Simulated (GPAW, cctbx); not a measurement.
# AlGa3As4: what bonding does to one electron reflection, worked out

AlGa3As4, P-43m (no. 215), a = 5.7573 Å, b = 5.7573 Å, c = 5.7573 Å, α = 90.00°, β = 90.00°, γ = 90.00°.

```csv
atom,mult.,x,y,z
As1,4,0.2487,0.2487,0.2487
Ga1,3,0,1/2,1/2
Al1,1,0,0,0
```

The cell is our own: ordered zincblende alloy in the eight-atom cube, 1 of 4 Ga sites given to Al.

A DFT run (GPAW, PBE, 600 eV, 4×4×4 k-points, Fermi–Dirac width 0.02 eV) gives the static X-ray structure factor of 020 as 22.335 e for the conventional cell; superposed free atoms give 21.949 e. **Problem.** Find the Fourier component V of the crystal potential and the two-beam extinction distance at 300 kV in both cases.

## Step 1: Geometry

The cell volume is Ω = 190.83 Å³ and d(020) = 2.8787 Å, so g = 1/d = 0.3474 Å⁻¹.

## Step 2: The nuclei

Electrons feel nuclei as well as electrons, so the nuclear charges are summed with the same phases.

Phase sums Σ exp(2πi h·x), turned so that the total is real and positive: As +3.999, Ga -3.000, Al -1.000. Then F_Z = 33 × (+3.999) + 31 × (-3.000) + 13 × (-1.000) = 25.98 e. The electron term has the same sign for this reflection.

## Step 3: Mott–Bethe

Poisson's equation, term by term, gives V = (e/4πε₀)(F_Z − F)/(πΩg²), with e/4πε₀ = 14.3996 V Å.

The prefactor is 14.3996 × 2.8787²/(π × 190.83) = 0.19904 V per electron. Free atoms: (25.98 − 21.949) × 0.19904 = 0.803 V. Crystal: (25.98 − 22.335) × 0.19904 = 0.726 V. F changes by +1.76 % and V by -9.6 %: the same 0.39 e is measured against F_Z − F = 4.0 e in place of F = 21.9 e.

## Step 4: Extinction distance

In the two-beam case ξ = 1/(λU) with U = 2γm₀eV/h², that is ξ = 150.41 V Å²/(γλV).

At 300 kV, λ = 0.01969 Å and γ = 1.5871. Free atoms: ξ = 5995 Å. Crystal: ξ = 6629 Å. The thickness fringes go as sin²(πt/ξ), so the two patterns slip by a quarter of a period when t|1/ξ₁ − 1/ξ₀| = 1/4, at t ≈ 1566 nm, thicker than usual samples. Thermal motion, absorption and many-beam coupling, left out here, change a real pattern.

## Step 5: Answer

V(020) is 0.73 V against 0.80 V, and ξ is 6629 against 5995 Å. Limits: static atoms, two beams.

[Outputs are excerpts: Python notices, other lines and further rows are left out; steps that failed or that the build refused (PBEsol, TPSS) are not shown.]

[Logs are printed without paths, hosts, clocks, repeated set-up lines and the standing remarks that a program may print on its own settings, such as how far it seeks lower states.]
